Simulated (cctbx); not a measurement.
# Interatomic vectors of Nd4Er3Te2Ir2

Space group Imm2 (no. 44), a = 4.0330 Å, b = 15.8980 Å, c = 9.7750 Å, α = 90.00°, β = 90.00°, γ = 90.00°, content Ir4 Er6 Nd8 Te4.

Simulated single-crystal data (cctbx): Mo Kα, λ = 0.71073 Å, to d = 0.65 Å, 70 % of the full sphere, strongest reflection 20000 counts, noise from counting, a 3 % proportional error and a noise floor of 4 counts (s.d.); no absorption.

Patterson synthesis from sharpened amplitudes, origin scaled to 1000:

```text
Patterson group I m m m
      u       v       w   height  length (A)
  0.000   0.000   0.000   1000.0     0.00
  0.000   0.368   0.500    207.9     7.63
  0.000   0.109   0.500    207.1     5.19
  0.000   0.473   0.000    134.6     7.53
  0.000   0.500   0.144    128.4     8.07
  0.000   0.238   0.076    126.6     3.85
  0.000   0.266   0.000    122.9     4.23
  0.000   0.318   0.370    121.5     6.22
  0.000   0.452   0.299    113.8     7.76
  0.000   0.131   0.411    111.1     4.53
  0.000   0.182   0.215    105.5     3.58
  0.000   0.404   0.343    103.6     7.25
  0.000   0.072   0.297    101.0     3.12
  0.000   0.442   0.212     95.8     7.33
```

**Question.** Which atom pairs make the peaks, and where is the heaviest atom?

A peak at u stands for all pairs with xi − xj = u, with weight Σ ZiZj against Σ Z² = 91076 at the origin. Peak heights follow these weights only roughly, since form factors, motion and series ripples differ, all vectors within 0.55 Å of a peak are counted as merged into it though the farther ones add only part of their weight, and F(000) is left out, which lowers the whole map:

| u | v | w | shortest length (Å) | height | 1000 ΣZiZj/ΣZ² | pairs in the cell |
| --- | --- | --- | --- | --- | --- | --- |
| 0.000 | 0.368 | 0.500 | 2.91 | 208 | 230 | 4 × Ir–Er |
| 0.000 | 0.109 | 0.500 | 5.19 | 207 | 230 | 4 × Ir–Er |
| 0.000 | 0.473 | 0.000 | 5.30 | 135 | 130 | 2 × Ir–Ir |
| 0.000 | 0.500 | 0.144 | 4.02 | 128 | 239 | 4 × Er–Nd, 2 × Te–Te |
| 0.000 | 0.238 | 0.076 | 3.86 | 127 | 115 | 2 × Ir–Er |
| 0.000 | 0.266 | 0.000 | 4.23 | 123 | 181 | 2 × Er–Er, 2 × Nd–Nd |
| 0.000 | 0.318 | 0.370 | 3.75 | 122 | 169 | 2 × Er–Nd, 2 × Nd–Nd |
| 0.000 | 0.452 | 0.299 | 2.92 | 114 | 101 | 2 × Ir–Nd |
| 0.000 | 0.131 | 0.411 | 4.53 | 111 | 102 | 2 × Er–Er |
| 0.000 | 0.182 | 0.215 | 3.58 | 106 | 90 | 2 × Er–Nd |

The table stops at ten peaks or at a height of 45, below which ripples compete. In the model behind the data Ir, the heaviest element, has 1 independent site: (0, 0.2374, 0.0730), up to an allowed shift of origin; the Ir–Ir vectors are differences of these positions and their symmetry mates. Elements of similar Z can't be told apart from the map alone. The whole model:

| atom | mult. | x | y | z | Ueq (Å²) |
| --- | --- | --- | --- | --- | --- |
| Ir1 | 4 | 0 | 0.2374 | 0.0730 | 0.0077 |
| Er1 | 2 | 1/2 | 1/2 | 0.4979 | 0.0052 |
| Er2 | 4 | 1/2 | 0.6296 | 0.0857 | 0.0083 |
| Nd1 | 4 | 0 | 0.3563 | 0.7342 | 0.0083 |
| Nd2 | 4 | 1/2 | 0.8112 | 0.8746 | 0.0068 |
| Te1 | 2 | 1/2 | 1/2 | 0.8433 | 0.0066 |
| Te2 | 2 | 0 | 1/2 | 0.2375 | 0.0094 |

This is a model crystal, built by substitution and not relaxed, with assumed displacement parameters.

[Logs are printed without paths, hosts, clocks, repeated set-up lines and the standing remarks that a program may print on its own settings, such as how far it seeks lower states.]
